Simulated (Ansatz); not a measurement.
# Ti3NbAl12 (Ti on 75 % of the Nb sites, one arrangement): which shell does photoemission see at 100 and 1486.7 eV? (PBE)

The valence band of Ti3NbAl12 (Ti on 75 % of the Nb sites, one arrangement) mixes several shells. Work out by hand which one leads the spectrum's area at each photon energy.

Filled states come from the projected DOS of Ansatz 0.2.0 (PBE, plane waves); cross sections σ and asymmetry parameters β are those of free atoms in a Dirac–Hartree–Slater calculation. A shell's area is states × σ × angular factor, which is 1 + β·P₂(cos θ) for linear light, with θ = 0° from the polarisation and P₂ = 1.000.

**At 100 eV** (states counted from 11.9 eV below the zero; other shells add 0.28 to the products' sum of 26.5):

```
shell  filled states a cell  cross section (Mb an electron)      β  angular factor  product  share by hand (%)  share in the simulated spectrum (%)
Al 3s                 20.22                          0.0525   2.00            3.00     3.19                 12                                   12
Al 3p                 50.91                          0.0397   1.55            2.55     5.16                 20                                   20
Nb 4d                  9.67                          0.0226  -0.73            0.27    0.058                  0                                    0
Ti 3d                 19.50                           0.441   1.06            2.06     17.8                 67                                   67
```

**At 1486.7 eV** (states counted from 11.9 eV below the zero; other shells add 0.003 to the products' sum of 0.0449):

| shell | filled states a cell | cross section (Mb an electron) | β | angular factor | product | share by hand (%) | share in the simulated spectrum (%) |
| --- | --- | --- | --- | --- | --- | --- | --- |
| Al 3s | 20.22 | 0.000347 | 2.00 | 3.00 | 0.021 | 47 | 47 |
| Al 3p | 50.91 | 3.97e-05 | 0.93 | 1.93 | 0.0039 | 9 | 9 |
| Nb 4d | 9.67 | 0.000648 | 1.21 | 2.21 | 0.0139 | 31 | 31 |
| Ti 3d | 19.50 | 9.17e-05 | 0.73 | 1.73 | 0.00309 | 7 | 7 |

Ti 3d leads at 100 eV and Al 3s at 1486.7 eV. Between the two energies σ of Ti 3d changes by a factor 2.1e-4 and that of Al 3s by 0.0066, so their ratio moves 32-fold in favour of the second. The simulated spectrum uses the same rule on the energy-resolved DOS, so the two share columns agree within a few points.

Only crystals where the two columns agree within 4 points and the lead is clear are worked in this form. Free-atom cross sections ignore the solid's final states, no escape depth or background enters, and the count of states a shell hangs on the projection.

[Logs are printed without paths, hosts, clocks, repeated set-up lines and the standing remarks that a program may print on its own settings, such as how far it seeks lower states.]
